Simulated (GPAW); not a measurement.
# Core-hole calculation of the Y L₃ edge in YCu (Pm-3m), part 2 of 3

How does the Y L₃ edge of YCu (Pm-3m) move when the bonds are compressed or stretched?

GPAW 26.7.0; X-ray absorption from dipole matrix elements to empty bands, plane-wave PAW LDA.

So far. Step 2 (Ground state of the crystal): The mesh shows no gap, so the system is treated as a metal and the core electron is put at the Fermi level (neutral cell).

### Step 4. Spectrum with XCH, Y atom 1

The holes are 6.0 Å apart. In GPAW the data set carries the hole's charge, so charge=0 means a charged cell and charge=-1 a neutral one. The excited electron is kept in the cell, where it fills the lowest empty states and screens the hole. After the field has converged, empty bands are computed with the density fixed and the dipole matrix elements are summed.

The absorber has 8 Cu at 2.99 Å and 6 Y at 3.46 Å (cube and octahedron, as in bcc, site symmetry m-3m).

xas.py

```python
import numpy as np
from ase import Atoms
from ase.parallel import parprint, paropen
from gpaw import GPAW, PW, FermiDirac, Mixer, MixerDif, setup_paths
from gpaw.test import gen
setup_paths.insert(0, '.')
gen('Y', name='fch2p', xcname='LDA', corehole=(2, 1, 1), write_xml=True)
from gpaw.mpi import world
world.barrier()

atoms = Atoms('Y4Cu4',
    cell=[[3.45811539, 3.45811539, 3.45811539],
     [-3.45811539, 3.45811539, -3.45811539],
     [-3.45811539, -3.45811539, 3.45811539]],
    scaled_positions=[[0, 0, 0],
     [0, 0.5, 0.5],
     [0.5, 0, 0.5],
     [0.5, 0.5, 0],
     [0.5, 0, 0],
     [0.5, 0.5, 0.5],
     [0, 0, 0.5],
     [0, 0.5, 0]],
    pbc=True)
atoms.calc = calc = GPAW(legacy_gpaw=True, mode=PW(430), xc='LDA', setups={0: 'fch2p'},
    kpts={'size': (5, 5, 5), 'gamma': True}, occupations=FermiDirac(0.1),
    charge=-1, mixer=Mixer(0.1, 5, 50), maxiter=150,
    convergence={'density': 0.0001}, txt='scf.txt')
energy = atoms.get_potential_energy() + calc.get_reference_energy()
ef = calc.get_fermi_level()
out = dict(energy=energy, fermi=ef, forces=atoms.get_forces().tolist())
parprint(f'all-electron energy {energy:.4f} eV, Fermi level {ef:.4f} eV')
ev = np.array([[calc.get_eigenvalues(k, s) for k in range(len(calc.get_ibz_k_points()))] for s in range(calc.get_number_of_spins())])
out['homo'], out['lumo'], out['counts'] = ev[ev < ef].max(), ev[ev > ef].min(), sorted(set((ev < ef).sum((0, 2)).tolist()))
out['filled'] = (ev[:, 0] < ef).sum(1).tolist()

from ase.units import Ha
from gpaw.xas import dipole_matrix_elements
nb = int(calc.get_number_of_electrons() / 2) + 121
top, nb = nb, nb + 8 + nb // 12
nscf = calc.fixed_density(kpts={'size': (5, 5, 5), 'gamma': True}, nbands=nb,
    convergence={'bands': top, 'eigenstates': 1e-5}, maxiter=60, txt='nscf.txt')
cell = atoms.cell.array
ops = [cell.T @ U.T @ np.linalg.inv(cell.T) for U in nscf.wfs.kd.symmetry.op_scc]
E = np.arange(-6, 34, 0.1)
fwhm = np.interp(E, [4, 25], [1.5, 3.5])
Y, X, zero, highest = 0, 0, 1e9, 1e9
for spin in range(nscf.get_number_of_spins()):
    wfs = nscf.wfs
    A = dipole_matrix_elements(wfs.setups[0])
    eps = np.zeros((wfs.kd.nibzkpts, nb))
    d = np.zeros((3, A.shape[1], wfs.kd.nibzkpts, nb), complex)
    for kpt in wfs.kpt_u:
        if kpt.s == spin and 0 in kpt.P_ani:
            eps[kpt.k] = kpt.eps_n * Ha
            d[:, :, kpt.k] = (kpt.weight * wfs.nspins / 2) ** 0.5 * np.inner(A, kpt.P_ani[0])
    world.sum(eps)
    world.sum(d)
    T = np.einsum('amkn,bmkn->abkn', d, d.conj()).real
    T = sum(np.einsum('ai,ijkn,bj->abkn', R, T, R) for R in ops) / len(ops)
    empty = eps > ef
    zero, highest = min(zero, eps[empty].min()), min(highest, eps[:, top - 1].min())
    lines = [(eps, T, empty)] if spin == 0 else lines + [(eps, T, empty)]
for eps, T, empty in lines:
    f = np.einsum('aakn->akn', T).reshape(3, -1)
    x = eps.ravel() - zero
    w = np.interp(x, E, fwhm) / 2.35482
    g = np.exp(-0.5 * ((E[:, None] - x) / w) ** 2) / (w * (2 * np.pi) ** 0.5)
    Y = Y + (f * empty.ravel()) @ g.T
    X = X + (f * ~empty.ravel()) @ g.T
out.update(E=E.round(2).tolist(), xas=Y.tolist(), xes=X.tolist(), zero=zero, valid=highest - zero, nk=len(eps), nb=nb)
for i in range(0, len(E), 10):
    parprint(f'{E[i]:7.2f}', *(f'{v:10.3e}' for v in Y[:, i]))
import json
with paropen('out.json', 'w') as f:
    json.dump(out, f)
```

The run is started by

```
$ OMP_NUM_THREADS=1 mpirun -n 2 gpaw python xas.py
```

Numbers of over 12 decimals in the logs are rounded to 6 here.

The program printed:

```text
Input parameters:
  charge: -1
  convergence: {density: 0.0001}
  kpts: {gamma: True,
         size: (5, 5, 5)}
  maxiter: 150
  mixer: {backend: pulay,
          beta: 0.1,
          method: separate,
          nmaxold: 5,
          weight: 50}
  mode: {ecut: 430.0,
         name: pw}
  occupations: {fixmagmom: False,
                name: fermi-dirac,
                width: 0.1}
  setups: {0: fch2p}

Initialize ...

[... PAW data sets ...]

Reference energy: -545650.645716  # eV

Spin-paired calculation

[... convergence settings ...]
Symmetries present (total): 48
  [... symmetry matrices ...]

125 k-points: 5 x 5 x 5 Monkhorst-Pack grid
10 k-points in the irreducible part of the Brillouin zone
       k-points in crystal coordinates                weights
   0:     0.00000000    0.00000000    0.00000000          1/125
   1:     0.20000000    0.00000000    0.00000000         12/125
   2:     0.20000000    0.20000000   -0.20000000          6/125
   3:     0.40000000    0.00000000   -0.20000000         24/125
   4:     0.40000000    0.00000000    0.00000000         12/125
   5:     0.40000000    0.20000000   -0.20000000         24/125
   6:     0.40000000    0.20000000    0.20000000          8/125
   7:     0.40000000    0.40000000   -0.40000000          6/125
   8:     0.40000000    0.40000000    0.20000000         24/125
   9:     0.40000000    0.40000000    0.40000000          8/125

Wave functions: Plane wave expansion
  Cutoff energy: 430.000 eV
  Number of coefficients (min, max): 3333, 3372
  Pulay-stress correction: 0.000000 eV/Ang^3 (de/decut=0.000000)
  Using FFTW library
  Wavefunction extrapolation:
    Improved wavefunction reuse through dual PAW basis

Occupation numbers: Fermi-Dirac:
  width: 0.1000  # eV

Eigensolver
   Davidson(niter=2)

Densities:
  Coarse grid: 30*30*30 grid
  Fine grid: 60*60*60 grid
  Total Charge: 0.000000

Density mixing:
  Method: separate
  Backend: pulay
  Linear mixing parameter: 0.1
  old densities: 5
  Width of damping distribution: 1.1
  Damping of long wavelength oscillations: 50

[... Hamiltonian set-up ...]
Number of atoms: 8
Number of atomic orbitals: 88
Number of bands in calculation: 58
Number of valence electrons: 89
Bands to converge: occupied

... initialized

Initializing position-dependent things.

Density initialized from atomic densities
Creating initial wave functions:
  58 bands from LCAO basis set

                 Y
              Cu       Cu
                   Y
            Cu
        Y        Y
              Cu

Atomic positions and initial magnetic moments

Positions:
   0 Y      0.000000    0.000000    0.000000    ( 0.0000,  0.0000,  0.0000)
   1 Y     -3.458115    0.000000    0.000000    ( 0.0000,  0.0000,  0.0000)
   2 Y      0.000000    0.000000    3.458115    ( 0.0000,  0.0000,  0.0000)
   3 Y      0.000000    3.458115    0.000000    ( 0.0000,  0.0000,  0.0000)
   4 Cu     1.729058    1.729058    1.729058    ( 0.0000,  0.0000,  0.0000)
   5 Cu    -1.729058    1.729058    1.729058    ( 0.0000,  0.0000,  0.0000)
   6 Cu    -1.729058   -1.729058    1.729058    ( 0.0000,  0.0000,  0.0000)
   7 Cu    -1.729058    1.729058   -1.729058    ( 0.0000,  0.0000,  0.0000)

Unit cell:
           periodic     x           y           z      points  spacing
  1. axis:    yes    3.458115    3.458115    3.458115    30     0.1630
  2. axis:    yes   -3.458115    3.458115   -3.458115    30     0.1630
  3. axis:    yes   -3.458115   -3.458115    3.458115    30     0.1630

  Lengths:   5.989632   5.989632   5.989632
  Angles:  109.471221 109.471221 109.471221

Effective grid spacing dv^(1/3) = 0.1830

iter:   1   -70.139494
iter:   2   -53.182391   +0.00  -1.00
iter:   3   -52.498445   -1.14  -1.39
iter:   4   -51.661562   -1.30  -1.47
iter:   5   -51.733780   -0.89  -1.62
iter:   6   -51.653120   -2.16  -2.00
iter:   7   -51.380915   -1.89  -2.03
iter:   8   -51.490297   -2.40  -2.18
iter:   9   -51.674967   -2.14  -2.09
iter:  10   -51.570322   -2.55  -1.94
iter:  11   -51.353761   -1.67  -1.90
iter:  12   -51.388351   -2.27  -2.26
iter:  13   -51.358419c  -2.79  -2.27
iter:  14   -51.360618c  -3.26  -2.52
iter:  15   -51.361846c  -3.42  -3.01
iter:  16   -51.360652c  -4.77  -3.08
iter:  17   -51.360263c  -4.87  -3.30
iter:  18   -51.360326c  -5.91  -3.51
iter:  19   -51.360846c  -4.76  -3.61
iter:  20   -51.360346c  -5.32  -3.70
iter:  21   -51.360316c  -6.40  -4.21c
iter:  22   -51.360339c  -7.65c -4.60c

Converged after 22 iterations.

Dipole moment: (0.000000, 0.000000, 0.000000) |e|*Ang

Energy contributions relative to reference atoms: (reference = -545650.645716)

Kinetic:        -61.562582
Potential:      +47.296346
External:        +0.000000
XC:             -36.640895
Entropy (-ST):   -0.228814
Local:           -0.338801
SIC:             +0.000000
--------------------------
Free energy:    -51.474746
Extrapolated:   -51.360339

Showing only first 2 kpts
 Kpt  Band  Eigenvalues  Occupancy
  0    42      7.76479    0.00680
  0    43      7.76479    0.00680
  0    44      7.76479    0.00680
  0    45      7.89238    0.00190

  1    42      6.93037    1.86971
  1    43      7.40455    0.22250
  1    44      7.42132    0.19144
[...]
Fermi level: 7.19674

No gap
No difference between direct/indirect transitions

Forces in eV/Ang:
  0 Y     0.00000    0.00000   -0.00000
  1 Y     0.00000   -0.00000    0.00000
  2 Y     0.00000   -0.00000   -0.00000
  3 Y    -0.00000   -0.00000   -0.00000
  4 Cu   -0.00000   -0.00000    0.00000
  5 Cu   -0.00000   -0.00000    0.00000
  6 Cu   -0.00000    0.00000    0.00000
  7 Cu    0.00000   -0.00000    0.00000
Scalar-relativistic atomic LDA calculation for Y (Yttrium, Z=39)
Core hole in 2p state (2p occupation: 5.0)
750 radial gridpoints.
|------------------------------------------------|
|------------------------------------------------|
[... the atom generator's iteration count ...]

Energy contributions:
-------------------------
Kinetic:    +3390.169410
XC:          -101.586326
Potential:  -6591.707672
-------------------------
Total:      -3303.124588

state      eigenvalue         ekin         rmax
-----------------------------------------------
1s^2.0 :  -624.020649   785.933785        0.025
2s^2.0 :   -88.104979   159.718374        0.140
2p^5.0 :   -79.278025   154.656858        0.112
3s^2.0 :   -14.821145    41.563665        0.416
3p^6.0 :   -11.851076    38.628153        0.408
3d^10.0:    -6.902769    34.281661        0.347
4s^2.0 :    -2.317952     8.978980        1.088
4p^6.0 :    -1.537864     7.230238        1.182
4d^1.0 :    -0.465087     3.600285        1.531
5s^2.0 :    -0.408502     1.464135        2.930
5p^0.0 :    -0.262947     1.007025        3.543
-----------------------------------------------
(units: Bohr and Hartree)

Generating PAW setup
Kinetic energy of the core from tauc = 3378.447297
Cutoffs:
rc(s)=2.510
rc(p)=2.490
rc(d)=2.430
rc(vbar)=2.450
rc(comp)=2.410
rc(nct)=2.510

Kinetic energy of the core states: 3322.301470
Charge: 1.0
Core electrons: 27.0
Valence electrons: 11.0
Pseudo-core charge: 0.001449
Shape function alpha=1.722
Pseudo-electron charge 6.524097
state    eigenvalue         norm
--------------------------------
4s(2) :    -2.317952     0.579399
5s(2) :    -0.408502     0.963008
4p(6) :    -1.537864     0.451215
5p(0) :    -0.262947     0.957472
4d(1) :    -0.465087     0.730544
*d    :     0.534913
--------------------------------

Diagonalizing with gridspacing h=0.050

state   all-electron     PAW
-------------------------------
4s:      -2.317952    -2.318410
4p:      -1.537864    -1.538528
4d:      -0.465087    -0.465594
*f:                   -0.036509
-------------------------------
all-electron energy -545702.0061 eV, Fermi level 7.1967 eV
[...]
31.00  1.085e-05  1.085e-05  1.085e-05
  32.00  1.087e-05  1.087e-05  1.087e-05
  33.00  1.163e-05  1.163e-05  1.163e-05
```

Wall time 98 s (2 MPI ranks of Arm Neoverse V2, shared host); peak memory 0.37 GiB.

The Y L₃ spectrum, Y atom 1, excited-electron core hole (neutral cell) (energy from the lowest empty level; intensity scaled to a mean of 1 over the first 20 eV):

```tsv
E (eV)	intensity
-2.0	0.00
-1.5	0.05
-1.0	0.24
-0.5	0.79
0.0	1.54
0.5	2.07
1.0	2.32
1.5	2.52
2.0	2.72
2.5	2.60
3.0	2.05
3.5	1.47
4.0	1.14
4.5	1.12
5.0	1.30
5.5	1.37
6.0	1.19
6.5	0.95
7.0	0.83
7.5	0.80
8.0	0.82
8.5	0.88
9.0	0.94
9.5	0.92
10.0	0.83
10.5	0.71
11.0	0.61
11.5	0.56
12.0	0.51
12.5	0.47
13.0	0.42
13.5	0.39
14.0	0.37
14.5	0.38
15.0	0.41
15.5	0.45
16.0	0.49
16.5	0.52
17.0	0.55
17.5	0.59
18.0	0.63
18.5	0.66
19.0	0.67
19.5	0.65
20.0	0.61
20.5	0.57
21.0	0.54
21.5	0.52
22.0	0.52
22.5	0.52
23.0	0.52
23.5	0.52
24.0	0.53
24.5	0.53
25.0	0.54
25.5	0.54
26.0	0.55
26.5	0.54
27.0	0.55
27.5	0.55
28.0	0.56
28.5	0.56
29.0	0.56
29.5	0.56
30.0	0.54
30.5	0.53
31.0	0.52
31.5	0.51
32.0	0.52
```

Main maxima below 30 eV (height): 2.2 eV (2.73), 5.4 eV (1.38), 9.2 eV (0.94) and 19.0 eV (0.67). At an L edge the dipole rule selects empty d (and weakly s) states on the absorber, and the strong line at the onset measures the empty part of its d band.

The energy difference (zero at 2095 eV) isn't read as a photon energy: for so heavy an absorber the terms left out (core spin–orbit splitting, the hole's spin, the functional's error) amount to tens of eV or more.

### Step 5. Reference energy of the supercell

The cell changes for the next run, so it gets a reference energy of its own.

The cell differs from the one that the last finished run ended in (a 5.990 → 5.804 Å, b 5.990 → 5.804 Å, c 5.990 → 5.804 Å).

scf.py

```python
import numpy as np
from ase import Atoms
from ase.parallel import parprint, paropen
from gpaw import GPAW, PW, FermiDirac, Mixer, MixerDif, setup_paths
from gpaw.test import gen
setup_paths.insert(0, '.')
gen('Y', name='nch2p', xcname='LDA', corehole=(2, 1, 0), write_xml=True)
from gpaw.mpi import world
world.barrier()

atoms = Atoms('Y4Cu4',
    cell=[[3.35109401, 3.35109401, 3.35109401],
     [-3.35109401, 3.35109401, -3.35109401],
     [-3.35109401, -3.35109401, 3.35109401]],
    scaled_positions=[[0, 0, 0],
     [0, 0.5, 0.5],
     [0.5, 0, 0.5],
     [0.5, 0.5, 0],
     [0.5, 0, 0],
     [0.5, 0.5, 0.5],
     [0, 0, 0.5],
     [0, 0.5, 0]],
    pbc=True)
atoms.calc = calc = GPAW(legacy_gpaw=True, mode=PW(430), xc='LDA', setups={0: 'nch2p'},
    kpts={'size': (5, 5, 5), 'gamma': True}, occupations=FermiDirac(0.1),
    charge=0, mixer=Mixer(0.1, 5, 50), maxiter=150,
    convergence={'density': 0.0001}, txt='scf.txt')
energy = atoms.get_potential_energy() + calc.get_reference_energy()
ef = calc.get_fermi_level()
out = dict(energy=energy, fermi=ef, forces=atoms.get_forces().tolist())
parprint(f'all-electron energy {energy:.4f} eV, Fermi level {ef:.4f} eV')
ev = np.array([[calc.get_eigenvalues(k, s) for k in range(len(calc.get_ibz_k_points()))] for s in range(calc.get_number_of_spins())])
out['homo'], out['lumo'], out['counts'] = ev[ev < ef].max(), ev[ev > ef].min(), sorted(set((ev < ef).sum((0, 2)).tolist()))
out['filled'] = (ev[:, 0] < ef).sum(1).tolist()
import json
with paropen('out.json', 'w') as f:
    json.dump(out, f)
```

The run is started by

```
$ OMP_NUM_THREADS=1 mpirun -n 2 gpaw python scf.py
```

The program printed:

```text
Input parameters:
  convergence: {density: 0.0001}
  kpts: {gamma: True,
         size: (5, 5, 5)}
  maxiter: 150
  mixer: {backend: pulay,
          beta: 0.1,
          method: separate,
          nmaxold: 5,
          weight: 50}
  mode: {ecut: 430.0,
         name: pw}
  occupations: {fixmagmom: False,
                name: fermi-dirac,
                width: 0.1}
  setups: {0: nch2p}

Initialize ...

[...]
5s(2) :    -0.155371     0.971849
4p(6) :    -1.027192     0.548140
5p(0) :    -0.054980     0.976393
4d(1) :    -0.097195     0.865310
*d    :     0.902805
--------------------------------

Diagonalizing with gridspacing h=0.050

state   all-electron     PAW
-------------------------------
4s:      -1.763072    -1.763529
4p:      -1.027192    -1.027856
4d:      -0.097195    -0.097523
*f:                    0.059866
-------------------------------
all-electron energy -547797.0927 eV, Fermi level 8.2772 eV
[key lines of the parts left out:]
Converged after 14 iterations.
Dipole moment: (0.000000, -0.000000, -0.000000) |e|*Ang
Free energy:    -41.250491
Fermi level: 8.27718
```

Wall time 22 s (2 MPI ranks); peak memory 0.25 GiB; 43 s of CPU time.

Reference energy: -547797.093 eV with the cores included.

### Step 6. Spectrum with XCH, Y atom 1

Shorter bonds are expected to push antibonding states and scattering resonances up, and longer ones down; the cell is scaled to test that.

Changed against the first core-hole run: volume scale from 1 to 0.91.

xas.py: that of step 4 with these lines changed.

```diff
@@ -11,5 +11,5 @@
 atoms = Atoms('Y4Cu4',
-    cell=[[3.45811539, 3.45811539, 3.45811539],
-     [-3.45811539, 3.45811539, -3.45811539],
-     [-3.45811539, -3.45811539, 3.45811539]],
+    cell=[[3.35109401, 3.35109401, 3.35109401],
+     [-3.35109401, 3.35109401, -3.35109401],
+     [-3.35109401, -3.35109401, 3.35109401]],
     scaled_positions=[[0, 0, 0],
@@ -37,5 +37,5 @@
 from gpaw.xas import dipole_matrix_elements
-nb = int(calc.get_number_of_electrons() / 2) + 121
+nb = int(calc.get_number_of_electrons() / 2) + 112
 top, nb = nb, nb + 8 + nb // 12
-nscf = calc.fixed_density(kpts={'size': (5, 5, 5), 'gamma': True}, nbands=nb,
+nscf = calc.fixed_density(kpts={'size': (6, 6, 6), 'gamma': True}, nbands=nb,
     convergence={'bands': top, 'eigenstates': 1e-5}, maxiter=60, txt='nscf.txt')
```

The run is started by

```
$ OMP_NUM_THREADS=1 mpirun -n 2 gpaw python xas.py
```

The program printed:

```text
Input parameters:
  charge: -1
  convergence: {density: 0.0001}
  kpts: {gamma: True,
         size: (5, 5, 5)}
  maxiter: 150
  mixer: {backend: pulay,
          beta: 0.1,
          method: separate,
          nmaxold: 5,
          weight: 50}
  mode: {ecut: 430.0,
         name: pw}
  occupations: {fixmagmom: False,
                name: fermi-dirac,
                width: 0.1}
  setups: {0: fch2p}

Initialize ...

[...]
*d    :     0.534913
--------------------------------

Diagonalizing with gridspacing h=0.050

state   all-electron     PAW
-------------------------------
4s:      -2.317952    -2.318410
4p:      -1.537864    -1.538528
4d:      -0.465087    -0.465594
*f:                   -0.036509
-------------------------------
all-electron energy -545702.5065 eV, Fermi level 8.1836 eV
[...]
32.00  1.119e-05  1.119e-05  1.119e-05
  33.00  1.050e-05  1.050e-05  1.050e-05
[key lines of the parts left out:]
Converged after 16 iterations.
Dipole moment: (0.000000, -0.000000, -0.000000) |e|*Ang
Free energy:    -51.971227
Fermi level: 8.18358
```

Wall time 1.7 min (2 MPI ranks); peak memory 0.39 GiB; 3.5 min of CPU time.

```tsv
E (eV)	first run	this run
-2.0	0.00	0.00
-1.0	0.24	0.19
0.0	1.54	1.34
1.0	2.32	2.02
2.0	2.72	2.32
3.0	2.05	2.32
4.0	1.14	1.30
5.0	1.30	1.01
6.0	1.19	1.33
7.0	0.83	1.01
8.0	0.82	0.80
9.0	0.94	0.88
10.0	0.83	0.98
11.0	0.61	0.82
12.0	0.51	0.63
13.0	0.42	0.54
14.0	0.37	0.44
15.0	0.41	0.39
16.0	0.49	0.43
17.0	0.55	0.51
18.0	0.63	0.56
19.0	0.67	0.62
20.0	0.61	0.66
21.0	0.54	0.63
22.0	0.52	0.55
23.0	0.52	0.51
24.0	0.53	0.50
25.0	0.54	0.51
26.0	0.55	0.52
27.0	0.55	0.54
28.0	0.56	0.55
29.0	0.56	0.55
30.0	0.54	0.56
31.0	0.52	0.56
32.0	0.52	0.53
```

This run also has another mesh (6×6×6 against 5×5×5), so the 14 % r.m.s. difference can't be laid on the changed setting alone. The highest intensity below 24 eV goes from 2.2 eV (2.73) to 2.6 eV (2.49).

The photon energy of the zero moves by -0.38 eV.

### Step 7. Supercell without a hole, the energy reference

The cell changes for the next run, so it gets a reference energy of its own.

The cell differs from the one that the last finished run ended in (a 5.804 → 5.867 Å, b 5.804 → 5.867 Å, c 5.804 → 5.867 Å).

scf.py: that of step 5 with these lines changed.

```diff
@@ -11,5 +11,5 @@
 atoms = Atoms('Y4Cu4',
-    cell=[[3.35109401, 3.35109401, 3.35109401],
-     [-3.35109401, 3.35109401, -3.35109401],
-     [-3.35109401, -3.35109401, 3.35109401]],
+    cell=[[3.3875218, 3.3875218, 3.3875218],
+     [-3.3875218, 3.3875218, -3.3875218],
+     [-3.3875218, -3.3875218, 3.3875218]],
     scaled_positions=[[0, 0, 0],
```

The run is started by

```
$ OMP_NUM_THREADS=1 mpirun -n 2 gpaw python scf.py
```

The program printed:

```text
Input parameters:
  convergence: {density: 0.0001}
  kpts: {gamma: True,
         size: (5, 5, 5)}
  maxiter: 150
  mixer: {backend: pulay,
          beta: 0.1,
          method: separate,
          nmaxold: 5,
          weight: 50}
  mode: {ecut: 430.0,
         name: pw}
  occupations: {fixmagmom: False,
                name: fermi-dirac,
                width: 0.1}
  setups: {0: nch2p}

Initialize ...

[...]
5s(2) :    -0.155371     0.971849
4p(6) :    -1.027192     0.548140
5p(0) :    -0.054980     0.976393
4d(1) :    -0.097195     0.865310
*d    :     0.902805
--------------------------------

Diagonalizing with gridspacing h=0.050

state   all-electron     PAW
-------------------------------
4s:      -1.763072    -1.763529
4p:      -1.027192    -1.027856
4d:      -0.097195    -0.097523
*f:                    0.059866
-------------------------------
all-electron energy -547797.1283 eV, Fermi level 7.9270 eV
[key lines of the parts left out:]
Converged after 15 iterations.
Dipole moment: (0.000000, 0.000000, 0.000000) |e|*Ang
Free energy:    -41.283912
Fermi level: 7.92703
```

Elapsed: 25 s, on 2 MPI ranks; peak memory 0.26 GiB.

Reference energy: -547797.128 eV with the cores included.

(Continued in part 3 of 3.)

[Banner, clock and machine lines of the logs are left out without a mark of their own.]

[Logs are printed without paths, hosts, clocks, repeated set-up lines and the standing remarks that a program may print on its own settings, such as how far it seeks lower states.]

[Hosts, paths, dates, database ids (printed as entryN), source tags and the programs' standing remarks are cut or masked in the printed files.]

[Lists of maxima count a maximum above −3 eV only where it reaches 4 % of the highest in the window and stands out from its surroundings by 2 % of it (1.5 % where it reaches 55 %); shoulders and weaker maxima are passed over, and of the rest the first, up to two pre-edge ones and the few strongest are named.]
